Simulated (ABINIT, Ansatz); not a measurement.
# BaTiB2O6 (R-3): one start, several treatments of the self-energy, part 2 of 2

Aim: compare treatments of exchange, screening and correlation for the gap of BaTiB2O6 (R-3).

ABINIT 10.8.3; LDA and many-body steps on it, plane waves. Known limits of the many-body steps: not at the basis limit; no spin-orbit coupling; coarse k mesh.

So far. Step 5 (G0W0, von der Linden-Horsch plasmon pole): Against G0W0 in ABINIT (2×2×2 mesh, 111 bands, screening to 114.3 eV, Godby-Needs plasmon pole), the gap moves by +0.240 eV. Step 6 (G0W0, Hybertsen-Louie plasmon pole): Against G0W0 in ABINIT (2×2×2 mesh, 111 bands, screening to 114.3 eV, Godby-Needs plasmon pole), the gap moves by +0.938 eV.

## 7. One-shot COHSEX

This step: one-shot COHSEX on LDA, plane waves, norm-conserving pseudopotentials.

Input file run.abi:

```
acell 3*1.0 Angstrom
rprim 
  2.510250000000 1.449293513209 5.461466666706
  -2.510250000000 1.449293513209 5.461466666706
  0.000000000000 -2.898587026491 5.461466666687
ntypat 4
znucl 56 22 5 8
natom 10
typat 1 2 3 3 4 4 4 4 4 4
xred 
  0.000000000000 0.000000000000 0.000000000000
  0.500000000000 0.500000000000 0.500000000000
  0.765800000000 0.765800000000 0.765800000000
  0.234200000000 0.234200000000 0.234200000000
  0.076700000000 0.577400000000 0.636400000000
  0.636400000000 0.076700000000 0.577400000000
  0.577400000000 0.636400000000 0.076700000000
  0.923300000000 0.422600000000 0.363600000000
  0.363600000000 0.923300000000 0.422600000000
  0.422600000000 0.363600000000 0.923300000000
pp_dirpath "pseudos"
pseudos "Ba.upf, Ti.upf, B.upf, O.upf"
ecut 38
ngkpt 2 2 2
nshiftk 1
shiftk 0 0 0
kptopt 1
chksymbreak 0
istwfk *1
occopt 1
irdwfk 1
optdriver 4
nband 111
gwcalctyp 7
ecutsigx 38
symsigma 1
nkptgw 2
kptgw 
  0.5000000000 0.5000000000 0.5000000000
  0.0000000000 0.0000000000 0.0000000000
bdgw 
  31 35
  31 35
ecuteps 4.2
irdscr 1
indata_prefix "in"
outdata_prefix "out"
tmpdata_prefix "tmp"
```

Run with:

```console
$ OMP_NUM_THREADS=1 mpirun -n 4 abinit run.abi > log
```

Numbers of over 12 decimals in the logs are rounded to 6 here.

What it wrote:

```text
.Version 10.8.3 of ABINIT. v10.8.2 released Aug 2026.

 Symmetries : space group R-3 (#148); Bravais hR (rhombohedral)
[... echo of the input left out ...]
== DATASET  1 ==================================================================
-   mpi_nproc: 4, omp_nthreads: 1 (-1 if OMP is not activated)

--- !DatasetInfo
iteration_state: {dtset: 1, }
dimensions: {natom: 10, nkpt: 4, mband: 111, nsppol: 1, nspinor: 1, nspden: 1, mpw: 9034, }
cutoff_energies: {ecut:  38.0, pawecutdg:  -1.0, }
[...]
Band     E0 <VxcDFT>   SigX SigC(E0)      Z dSigC/dE  Sig(E)    E-E0       E
[...]
34   6.659 -20.467 -12.188  -7.100   1.000   0.000 -19.289   1.178   7.837
       35   6.659 -20.467 -12.188  -7.100   1.000   0.000 -19.289   1.178   7.837

== END DATASET(S) ==============================================================
================================================================================

 -outvars: echo values of variables after computation  --------
           etotal      0.0000000000E+00
            nband         111
             nkpt           4
          spgroup         148
 [... the other variables as echoed above ...]

 Calculation completed.
```

Run time: 14 s. Hardware: 4 MPI ranks of Intel Xeon Platinum 8259CL at 2.50GHz (Skylake/Cascade Lake), shared host; peak memory 1.7 GiB; 56 s of CPU time.

Numbers from this step:

```yaml
quasiparticle_gap_on_the_points_computed: 5.5 eV
starting_gap_on_the_mesh: 2.492 eV
k_of_the_valence_top: 0, 0, 0
k_of_the_conduction_bottom: 0.5, 0.5, 0.5
least_direct_quasiparticle_gap_on_the_computed_points: 5.503 eV
```

Against G0W0 in ABINIT (2×2×2 mesh, 111 bands, screening to 114.3 eV, Godby-Needs plasmon pole), the gap moves by +0.482 eV.

## 8. One-shot Hartree-Fock

This step: one-shot Hartree-Fock on LDA, plane waves, norm-conserving pseudopotentials.

Edit run.abi of step 7 so:

```diff
@@ -32,4 +32,4 @@
 optdriver 4
-nband 111
-gwcalctyp 7
+nband 36
+gwcalctyp 5
 ecutsigx 38
@@ -43,4 +43,4 @@
   31 35
-ecuteps 4.2
-irdscr 1
+ixc_sigma 40
+fftgw 31
 indata_prefix "in"
```

What it wrote:

```text
.Version 10.8.3 of ABINIT. v10.8.2 released Aug 2026.

 Symmetries : space group R-3 (#148); Bravais hR (rhombohedral)
[... echo of the input left out ...]
== DATASET  1 ==================================================================
-   mpi_nproc: 4, omp_nthreads: 1 (-1 if OMP is not activated)

--- !DatasetInfo
iteration_state: {dtset: 1, }
dimensions: {natom: 10, nkpt: 4, mband: 36, nsppol: 1, nspinor: 1, nspden: 1, mpw: 9034, }
cutoff_energies: {ecut:  38.0, pawecutdg:  -1.0, }
[...]
Band     E0 <VxcDFT>   SigX SigC(E0)      Z dSigC/dE  Sig(E)    E-E0       E
[...]
34   6.659 -20.467 -12.188   0.000   1.000   0.000 -12.188   8.279  14.937
       35   6.659 -20.467 -12.188   0.000   1.000   0.000 -12.188   8.279  14.937

== END DATASET(S) ==============================================================
================================================================================

 -outvars: echo values of variables after computation  --------
           etotal      0.0000000000E+00
            nband          36
             nkpt           4
          spgroup         148
 [... the other variables as echoed above ...]

 Calculation completed.
```

Wall time 19 s (4 MPI ranks); peak memory 1.6 GiB; 74 s of CPU time.

Numbers from this step:

- quasiparticle gap on the points computed: 15.59 eV
- starting gap on the mesh: 2.492 eV
- k of the valence top: 0, 0, 0
- k of the conduction bottom: 0.5, 0.5, 0.5
- least direct quasiparticle gap on the computed points: 15.60 eV

Against G0W0 in ABINIT (2×2×2 mesh, 111 bands, screening to 114.3 eV, Godby-Needs plasmon pole), the gap moves by +10.573 eV.

## 9. Screening, 2×2×2 mesh, 111 bands, screening to 114.3 eV

This step: RPA screening on LDA, plane waves, norm-conserving pseudopotentials.

Edit run.abi of step 8 so:

```diff
@@ -31,16 +31,14 @@
 irdwfk 1
-optdriver 4
-nband 36
-gwcalctyp 5
-ecutsigx 38
-symsigma 1
-nkptgw 2
-kptgw 
-  0.5000000000 0.5000000000 0.5000000000
-  0.0000000000 0.0000000000 0.0000000000
-bdgw 
-  31 35
-  31 35
-ixc_sigma 40
-fftgw 31
+optdriver 3
+nband 111
+ecuteps 4.2
+inclvkb 2
+awtr 1
+symchi 1
+gwcalctyp 2
+nfreqre 16
+freqremax 40 eV
+nfreqim 8
+spmeth 1
+nomegasf 120
 indata_prefix "in"
```

What it wrote:

```text
.Version 10.8.3 of ABINIT. v10.8.2 released Aug 2026.

 Symmetries : space group R-3 (#148); Bravais hR (rhombohedral)
[... echo of the input left out ...]
== DATASET  1 ==================================================================
-   mpi_nproc: 4, omp_nthreads: 1 (-1 if OMP is not activated)

--- !DatasetInfo
iteration_state: {dtset: 1, }
dimensions: {natom: 10, nkpt: 4, mband: 111, nsppol: 1, nspinor: 1, nspden: 1, mpw: 9034, }
cutoff_energies: {ecut:  38.0, pawecutdg:  -1.0, }
electrons: {nelect:   6.40000000E+01, charge:   0.00000000E+00, occopt:   1.00000000E+00, tsmear:   1.00000000E-02, }

 SCREENING: Calculation of the susceptibility and dielectric matrices

 Based on a program developped by R.W. Godby, V. Olevano, G. Onida, and L. Reining.
 Incorporated in ABINIT by V. Olevano, G.-M. Rignanese, and M. Torrent.
.Using double precision arithmetic ; gwpc =  8

[... cell and pseudopotentials left out ...]
--------------------------------------------------------------------------------

 ==== K-mesh for the wavefunctions ====
 Number of points in the irreducible wedge :     4
[... list of points left out ...]
 Together with  6 symmetry operations and time-reversal symmetry
 yields     8 points in the full Brillouin Zone.

 ==== Q-mesh for the screening function ====
 Number of points in the irreducible wedge :     4
[... list of points left out ...]
 Together with  6 symmetry operations and time-reversal symmetry
 yields     8 points in the full Brillouin Zone.

 setmesh: FFT mesh size selected  =    45x   45x   45
          total number of points  =        91125

 vcoul_init : cutoff-mode = AUXILIARY_FUNCTION
 q-points for optical limit:   1
     1)      0.000010    0.000020    0.000030

- screening: taking advantage of time-reversal symmetry
- Maximum band index for partially occupied states nbvw = 32
- Remaining bands to be divided among processors   nbcw = 79
- Number of bands treated by each node ~19

 Number of electrons calculated from density =   64.0000; Expected =   64.0000
 average of density, n =  0.079552
 r_s =    1.4424
 omega_plasma =   27.2070 [eV]

 calculating chi0 at frequencies [eV] :
  1    0.000000E+00    0.000000E+00
  2    2.666667E+00    0.000000E+00
  3    5.333333E+00    0.000000E+00
[...]
23    0.000000E+00    6.929145E+01
 24    0.000000E+00    9.756311E+01

--------------------------------------------------------------------------------
  q-point number  1        q = ( 0.000000, 0.000000, 0.000000) [r.l.u.]
--------------------------------------------------------------------------------
[... chi0 elements left out ...]
  [... further frequencies ...]

 No. of calculated frequencies >  15, stop printing
 For q-point:  0.000010 0.000020 0.000030
  dielectric constant =   4.2317
  dielectric constant without local fields =   4.6843

  Average fulfillment of the sum rule on Im[epsilon] for q-point    1 :     45.25  [%]
[... wings left out ...]
  q-point number  2        q = ( 0.500000, 0.000000, 0.000000) [r.l.u.]
--------------------------------------------------------------------------------
[... chi0 elements left out ...]
  [... further frequencies ...]

 No. of calculated frequencies >  15, stop printing
  Average fulfillment of the sum rule on Im[epsilon] for q-point    2 :     51.97  [%]

 [... 2 further q-points ...]
```

Run time: 2 min. Hardware: 4 MPI ranks; peak memory 2.6 GiB; 7.8 min of CPU time.

Numbers from this step:

```
ε∞ with local fields, on this mesh, along the program's q direction : 4.232
the same without local fields                                       : 4.684
plasma frequency                                                    : 27.21 eV
plane waves in the screening matrix                                 : 333
```

## 10. G0W0, contour deformation

This step: G0W0 on LDA, plane waves, norm-conserving pseudopotentials.

Edit run.abi of step 9 so:

```diff
@@ -31,14 +31,16 @@
 irdwfk 1
-optdriver 3
+optdriver 4
 nband 111
+gwcalctyp 2
+ecutsigx 38
+symsigma 1
+nkptgw 2
+kptgw 
+  0.5000000000 0.5000000000 0.5000000000
+  0.0000000000 0.0000000000 0.0000000000
+bdgw 
+  31 35
+  31 35
 ecuteps 4.2
-inclvkb 2
-awtr 1
-symchi 1
-gwcalctyp 2
-nfreqre 16
-freqremax 40 eV
-nfreqim 8
-spmeth 1
-nomegasf 120
+irdscr 1
 indata_prefix "in"
```

What it wrote:

```text
.Version 10.8.3 of ABINIT. v10.8.2 released Aug 2026.

 Symmetries : space group R-3 (#148); Bravais hR (rhombohedral)
[... echo of the input left out ...]
== DATASET  1 ==================================================================
-   mpi_nproc: 4, omp_nthreads: 1 (-1 if OMP is not activated)

--- !DatasetInfo
iteration_state: {dtset: 1, }
dimensions: {natom: 10, nkpt: 4, mband: 111, nsppol: 1, nspinor: 1, nspden: 1, mpw: 9034, }
cutoff_energies: {ecut:  38.0, pawecutdg:  -1.0, }
[...]
Band     E0 <VxcDFT>   SigX SigC(E0)      Z dSigC/dE  Sig(E)    E-E0       E
[...]
35   6.659 -20.467 -12.188  -4.823   0.730  -0.370 -17.943   2.523   9.182
       35   0.000   0.000   0.000   0.000   0.000   0.000   0.000   0.000   0.000

== END DATASET(S) ==============================================================
================================================================================

 -outvars: echo values of variables after computation  --------
           etotal      0.0000000000E+00
            nband         111
             nkpt           4
          spgroup         148
 [... the other variables as echoed above ...]

 Calculation completed.
```

Run time: 24 s. Hardware: 4 MPI ranks; peak memory 1.9 GiB.

Numbers from this step:

```
G0W0 gap on the points computed              : 4.935 eV
starting gap on the mesh                     : 2.492 eV
k of the valence top                         : 0, 0, 0
k of the conduction bottom                   : 0.5, 0.5, 0.5
least direct G0W0 gap on the computed points : 4.936 eV
```

Against G0W0 in ABINIT (2×2×2 mesh, 111 bands, screening to 114.3 eV, Godby-Needs plasmon pole), the gap moves by −0.083 eV.

## 11. Side by side

Times are wall times on 4 MPI ranks of Intel Xeon Platinum 8259CL at 2.50GHz (Skylake/Cascade Lake), shared host, good to a factor of about two. A run's time includes the screening step that it read.

| run | mesh | bands | screening cutoff (eV) | DFT gap (eV) | gap on the mesh (eV) | direct (eV) | ε∞ used | time |
| --- | --- | --- | --- | --- | --- | --- | --- | --- |
| G0W0, Godby-Needs plasmon pole | 2×2×2 | 111 | 114.3 | 2.492 | 5.018 | 5.019 | 4.21 | 2.6 min |
| G0W0, von der Linden-Horsch plasmon pole | 2×2×2 | 111 | 114.3 | 2.492 | 5.258 | 5.258 | 4.21 | 2.5 min |
| G0W0, Hybertsen-Louie plasmon pole | 2×2×2 | 111 | 114.3 | 2.492 | 5.956 | 5.956 | 4.21 | 2.6 min |
| one-shot COHSEX | 2×2×2 | 111 | 114.3 | 2.492 | 5.500 | 5.503 | 4.21 | 2.4 min |
| one-shot Hartree-Fock | 2×2×2 | - | - | 2.492 | 15.591 | 15.604 | - | 19 s |
| G0W0, contour deformation | 2×2×2 | 111 | 114.3 | 2.492 | 4.935 | 4.936 | 4.23 | 2.4 min |

## 12. What came out

```json
{
 "G0W0, Godby-Needs plasmon pole": "5.018 eV",
 "G0W0, von der Linden-Horsch plasmon pole": "5.258 eV",
 "G0W0, Hybertsen-Louie plasmon pole": "5.956 eV",
 "one-shot COHSEX": "5.500 eV",
 "one-shot Hartree-Fock": "15.591 eV",
 "G0W0, contour deformation": "4.935 eV",
 "known limits": "not at the basis limit; no spin-orbit coupling; coarse k mesh"
}
```

G0W0, von der Linden-Horsch plasmon pole: +0.240 eV against G0W0, Godby-Needs plasmon pole. G0W0, Hybertsen-Louie plasmon pole: +0.938 eV against G0W0, Godby-Needs plasmon pole. One-shot COHSEX: +0.482 eV against G0W0, Godby-Needs plasmon pole. One-shot Hartree-Fock: +10.573 eV against G0W0, Godby-Needs plasmon pole. G0W0, contour deformation: −0.083 eV against G0W0, Godby-Needs plasmon pole. Bare exchange alone opens the gap to 15.59 eV; against G0W0, correlation takes back 10.57 eV. Bands and cutoff are finite, so the gap is not at the basis limit. The miss can reach some tenths of an eV and take either sign; the mesh is an error of its own. In the first G0W0 run levels were corrected at 2 k points alone, so a gap called «on the mesh» is the least over those, and an edge elsewhere would be missed. The 2×2×2 mesh is coarse for this cell, which bears on the long-range parts of exchange and screening. The many-body steps are scalar-relativistic: spin-orbit coupling is not in them.

[Paths, hosts, dates, memory and timing lines, banners, echoed tables and standing remarks are left out of the program output.]

[Logs are printed without paths, hosts, clocks, repeated set-up lines and the standing remarks that a program may print on its own settings, such as how far it seeks lower states.]

[Runs of the session that timed out or met a known fault of the program may be left out.]

[No measured gap is set beside runs whose start may be inverted or whose files or cutoffs have a known fault.]

[Hosts, paths, dates, database ids (printed as entryN), source tags and the programs' standing remarks are cut or masked in the printed files.]

[G0W0 gaps are taken among the corrected bands and points alone; a level outside them can change the order at an edge.]

[Where Ansatz stands beside ABINIT at settings called matched, ABINIT's density can come from a denser mesh and the files from another edition; pairs whose starting gaps differed by over 0.03 eV were left out, so agreement reads better than it is.]
